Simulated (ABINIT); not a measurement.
# CdF2 (Fm-3m): G0W0 with ABINIT, start to end

How does a plane-wave GW calculation on CdF2 (Fm-3m) run from the first input to the gap?

Method: PBE and many-body steps on it, plane waves, in ABINIT 10.8.3.

## (1) Starting point

The structure is cubic, space group Fm-3m (No. 225). Conventional cell: a = 5.388 Å, b = 5.388 Å, c = 5.388 Å, α = 90.00°, β = 90.00°, γ = 90.00°. Nearest to Cd lie 8 F at 2.33 Å. F has 4 Cd at 2.33 Å nearest. Farther neighbours, and contacts between anions beyond the nearest, are not listed.

The cell and positions come from the Crystallography Open Database and are kept as given unless a step says otherwise.

## (2) Ground state

This step: ABINIT 10.8.3; DFT, PBE, plane waves, norm-conserving pseudopotentials.

The ground-state density comes first.

File run.abi:

```
acell 3*1.0 Angstrom
rprim 
  0.000000000000 2.694000000000 2.694000000000
  2.694000000000 -0.000000000000 2.694000000000
  2.694000000000 2.694000000000 -0.000000000000
ntypat 2
znucl 48 9
natom 3
typat 1 2 2
xred 
  0.000000000000 0.000000000000 0.000000000000
  0.250000000000 0.250000000000 0.250000000000
  0.750000000000 0.750000000000 0.750000000000
pp_dirpath "pseudos"
pseudos "Cd.upf, F.upf"
ecut 47
ngkpt 6 6 6
nshiftk 1
shiftk 0 0 0
kptopt 1
chksymbreak 0
nband 22
occopt 1
tolvrs 1e-10
nstep 60
prtwf 0
optforces 0
optstress 0
indata_prefix "in"
outdata_prefix "out"
tmpdata_prefix "tmp"
```

Run with:

```bash
OMP_NUM_THREADS=1 mpirun -n 8 abinit run.abi > log
```

Standard output:

```text
.Version 10.8.3 of ABINIT. v10.8.2 released Aug 2026.

 Symmetries : space group Fm -3 m (#225); Bravais cF (face-center cubic)
================================================================================
 Values of the parameters that define the memory need of the present run
     intxc =       0    ionmov =       0      iscf =       7    lmnmax =       6
     lnmax =       6     mgfft =      48  mpssoang =       3    mqgrid =    3001
     natom =       3  nloc_mem =       1    nspden =       1   nspinor =       1
    nsppol =       1      nsym =      48    n1xccc =    2501    ntypat =       2
    occopt =       1   xclevel =       2
-    mband =          22        mffmem =           1         mkmem =           2
       mpw =        4087          nfft =      110592          nkpt =          16
================================================================================
  Rough estimation (10% accuracy) of disk space for files :
================================================================================

--------------------------------------------------------------------------------
------------- Echo of variables that govern the present computation ------------
--------------------------------------------------------------------------------
 -outvars: echo values of preprocessed input variables --------
            acell      1.8897261259E+00  1.8897261259E+00  1.8897261259E+00 Bohr

      chksymbreak           0
             ecut      4.70000000E+01 Hartree
-          fftalg         312

              ixc     -101130
              kpt      0.00000000E+00  0.00000000E+00  0.00000000E+00
                       1.66666667E-01  0.00000000E+00  0.00000000E+00
                       3.33333333E-01  0.00000000E+00  0.00000000E+00
                       5.00000000E-01  0.00000000E+00  0.00000000E+00
                       1.66666667E-01  1.66666667E-01  0.00000000E+00
                       3.33333333E-01  1.66666667E-01  0.00000000E+00
                       5.00000000E-01  1.66666667E-01  0.00000000E+00
                      -3.33333333E-01  1.66666667E-01  0.00000000E+00
                      -1.66666667E-01  1.66666667E-01  0.00000000E+00
   [... 5 further rows ...]
                      -3.33333333E-01  3.33333333E-01  1.66666667E-01
                      -3.33333333E-01  5.00000000E-01  1.66666667E-01
         kptrlatt        6    0    0      0    6    0      0    0    6
          kptrlen      4.31979072E+01
P           mkmem           2
            natom           3
            nband          22
            ngfft          48      48      48
             nkpt          16
            nstep          60
             nsym          48
           ntypat           2
              occ      2.000000  2.000000  2.000000  2.000000  2.000000  2.000000
                       2.000000  2.000000  2.000000  2.000000  2.000000  2.000000
                       2.000000  2.000000  2.000000  2.000000  2.000000  0.000000
                       0.000000  0.000000  0.000000  0.000000
        optforces           0
        optstress           0
            prtwf           0
            rprim      0.0000000000E+00  2.6940000000E+00  2.6940000000E+00
[...]
spgroup         225

           tolvrs      1.00000000E-10

             xred      0.0000000000E+00  0.0000000000E+00  0.0000000000E+00
[...]
znucl       48.00000    9.00000

================================================================================

 chkinp: Checking input parameters for consistency.

================================================================================
== DATASET  1 ==================================================================
-   mpi_nproc: 8, omp_nthreads: 1 (-1 if OMP is not activated)

--- !DatasetInfo
iteration_state: {dtset: 1, }
dimensions: {natom: 3, nkpt: 16, mband: 22, nsppol: 1, nspinor: 1, nspden: 1, mpw: 4087, }
cutoff_energies: {ecut:  47.0, pawecutdg:  -1.0, }
electrons: {nelect:   3.40000000E+01, charge:   0.00000000E+00, occopt:   1.00000000E+00, tsmear:   1.00000000E-02, }

 Real(R)+Recip(G) space primitive vectors, cartesian coordinates (Bohr,Bohr^-1):
 R(1)=  0.0000000  5.0909222  5.0909222  G(1)= -0.0982140  0.0982140  0.0982140
 R(2)=  5.0909222  0.0000000  5.0909222  G(2)=  0.0982140 -0.0982140  0.0982140
 R(3)=  5.0909222  5.0909222  0.0000000  G(3)=  0.0982140  0.0982140 -0.0982140
 Unit cell volume ucvol=  2.6388784E+02 bohr^3
 Angles (23,13,12)=  6.00000000E+01  6.00000000E+01  6.00000000E+01 degrees

 getcut: wavevector=  0.0000  0.0000  0.0000  ngfft=  48  48  48
         ecut(hartree)=     47.000   => boxcut(ratio)=   2.16031

--- Pseudopotential description ------------------------------------------------
- Cd Generated using ONCVPSP code by D. R. Hamann
- 48.00000  20.00000  171031                  znucl, zion, pspdat
12 -101130 2 -1 1368                          pspcod,pspxc,lmax,lloc,mmax
     nproj     2     2     2
  pspatm : epsatm=   23.16453630
         --- l  ekb(1:nproj) -->
[...]
pspatm: atomic psp has been read  and splines computed

- F Generated using ONCVPSP code by D. R. Hamann
-  9.00000   7.00000  171031                  znucl, zion, pspdat
12 -101130 2 -1 832                           pspcod,pspxc,lmax,lloc,mmax
     nproj     2     2     1
  pspatm : epsatm=    4.87625608
         --- l  ekb(1:nproj) -->
[...]
2   -2.441503
 pspatm: atomic psp has been read  and splines computed

   1.11917965E+03                                ecore*ucvol(ha*bohr**3)
--------------------------------------------------------------------------------

_setup2: Arith. and geom. avg. npw (full set) are    4061.921    4061.898

================================================================================

--- !BeginCycle
iteration_state: {dtset: 1, }
solver: {iscf: 7, nstep: 60, nline: 4, wfoptalg: 0, }
tolerances: {tolvrs: 1.00E-10, }

     iter   Etot(hartree)      deltaE(h)  residm     vres2
 ETOT  1  -223.63176735040    -2.236E+02 2.725E+00 1.413E+03
 ETOT  2  -224.50298913281    -8.712E-01 8.319E-02 1.678E+03
 ETOT  3  -224.70679396403    -2.038E-01 3.108E-03 4.979E+01
 ETOT  4  -224.71139101455    -4.597E-03 5.150E-04 1.998E+01
 ETOT  5  -224.71229993558    -9.089E-04 1.976E-04 4.881E+00
 ETOT  6  -224.71308530075    -7.854E-04 9.652E-05 3.119E-02
 ETOT  7  -224.71308873447    -3.434E-06 2.095E-04 9.655E-04
 ETOT  8  -224.71308867840     5.607E-08 9.632E-05 7.982E-04
 ETOT  9  -224.71308878465    -1.063E-07 1.016E-04 4.573E-07
 ETOT 10  -224.71308878471    -6.062E-11 9.904E-05 1.592E-08
 ETOT 11  -224.71308878473    -1.879E-11 2.072E-04 9.242E-11

 At SCF step   11       vres2   =  9.24E-11 < tolvrs=  1.00E-10 =>converged.

--- !ResultsGS
iteration_state: {dtset: 1, }
comment   : Summary of ground state results
lattice_vectors:
- [  0.0000000,   5.0909222,   5.0909222, ]
- [  5.0909222,  -0.0000000,   5.0909222, ]
- [  5.0909222,   5.0909222,  -0.0000000, ]
lattice_lengths: [   7.19965,    7.19965,    7.19965, ]
lattice_angles: [ 60.000,  60.000,  60.000, ] # degrees, (23, 13, 12)
lattice_volume:   2.6388784E+02
convergence: {deltae: -1.879E-11, res2:  9.242E-11, residm:  2.072E-04, diffor:  0.000E+00, }
etotal    :  -2.24713089E+02
entropy   :   0.00000000E+00
fermie    :   1.14494563E-01
cartesian_stress_tensor: null
pressure_GPa: null
xred      :
- [  0.0000E+00,   0.0000E+00,   0.0000E+00, Cd]
- [  2.5000E-01,   2.5000E-01,   2.5000E-01,  F]
- [  7.5000E-01,   7.5000E-01,   7.5000E-01,  F]
cartesian_forces: null
force_length_stats: {min: null, max: null, mean: null, }

 Integrated electronic density in atomic spheres:
 ------------------------------------------------
 Atom  Sphere_radius  Integrated_density
[...]
2        2.00000          7.04110802
    3        2.00000          7.04110802
================================================================================

 ----iterations are completed or convergence reached----

 Mean square residual over all n,k,spin=   79.257E-08; max=  20.720E-05
 reduced coordinates (array xred) for    3 atoms
       0.000000      0.000000      0.000000
       0.250000      0.250000      0.250000
       0.750000      0.750000      0.750000
 rms dE/dt=  0.0000E+00; max dE/dt=  0.0000E+00; dE/dt below (all hartree)
    1       0.000000      0.000000      0.000000
    2       0.000000      0.000000      0.000000
    3       0.000000      0.000000      0.000000

 cartesian coordinates (angstrom) at end:
    1      0.000000     0.000000     0.000000
    2      1.347000     1.347000     1.347000
    3      4.041000     4.041000     4.041000
 length scales=  1.889726  1.889726  1.889726 bohr
              =  1.000000  1.000000  1.000000 angstroms
 prteigrs : about to open file out_EIG
 Fermi (or HOMO) energy (hartree) =   0.11449   Average Vxc (hartree)=  -0.39118
 Eigenvalues (hartree) for nkpt=  16  k points:
 kpt#   1, nband= 22, wtk=  0.00463, kpt=  0.0000  0.0000  0.0000 (reduced coord)
  -3.50241   -2.07272   -2.07272   -2.07272   -0.64666   -0.60621   -0.09030   -0.09030
  -0.09030   -0.04620   -0.04620    0.07948    0.07948    0.07948    0.09700    0.09700
   0.09700    0.23002    0.58342    0.58342    0.58342    0.76535
 prteigrs : prtvol=0 or 1, do not print more k-points.

--- !EnergyTerms
iteration_state     : {dtset: 1, }
comment             : Components of total free energy in Hartree
kinetic             :  9.420385E+01
hartree             :  6.595424E+01
xc                  : -3.536953E+01
Ewald energy        : -1.394217E+02
psp_core            :  4.241119E+00
local_psp           : -2.133046E+02
non_local_psp       : -1.016535E+00
total_energy        : -2.247131E+02
total_energy_eV     : -6.114755E+03
band_energy         : -2.179137E+01

== END DATASET(S) ==============================================================
================================================================================

 -outvars: echo values of variables after computation  --------
           etotal     -2.2471308878E+02
            nband          22
             nkpt          16
          spgroup         225
 [... the other variables as echoed above ...]

 Calculation completed.
```

It took 9.7 s on 8 MPI ranks of Arm Neoverse V1, shared host; peak memory 0.65 GiB; 77 s of CPU time.

Read from the output:

- total energy: -6114.7547 eV
- gap: 3.144 eV
- k of the valence top: -0.3333, 0.5, 0.1667
- k of the conduction bottom: 0, 0, 0
- least direct gap: 3.620 eV

The gap is indirect, with the least direct gap 0.48 eV higher.

(Continued in part 2 of 3.)

[Long decimals in the printed logs are rounded to 6 places.]

[Logs are printed without paths, hosts, clocks, repeated set-up lines and the standing remarks that a program may print on its own settings, such as how far it seeks lower states.]

[Paths, hosts, dates, memory and timing lines, banners, echoed tables and standing remarks are left out of the program output; an Ansatz launch command may be rebuilt from the run's recorded settings. Measured values are a selection of at most five: reports struck by readers or far from the other reports are left out. None is set beside runs whose start may be inverted or whose files or cutoffs have a known fault.]

[Runs of the session that timed out or met a known fault of the program may be left out.]

[Hosts, paths, dates, database ids (printed as entryN), source tags and the programs' standing remarks are cut or masked in the printed files.]

[G0W0 gaps are taken among the corrected bands and points alone; a level outside them can change the order at an edge.]

[Where Ansatz stands beside ABINIT at settings called matched, ABINIT's density can come from a denser mesh and the files from another edition; pairs whose starting gaps differed by over 0.03 eV were left out, so agreement reads better than it is.]
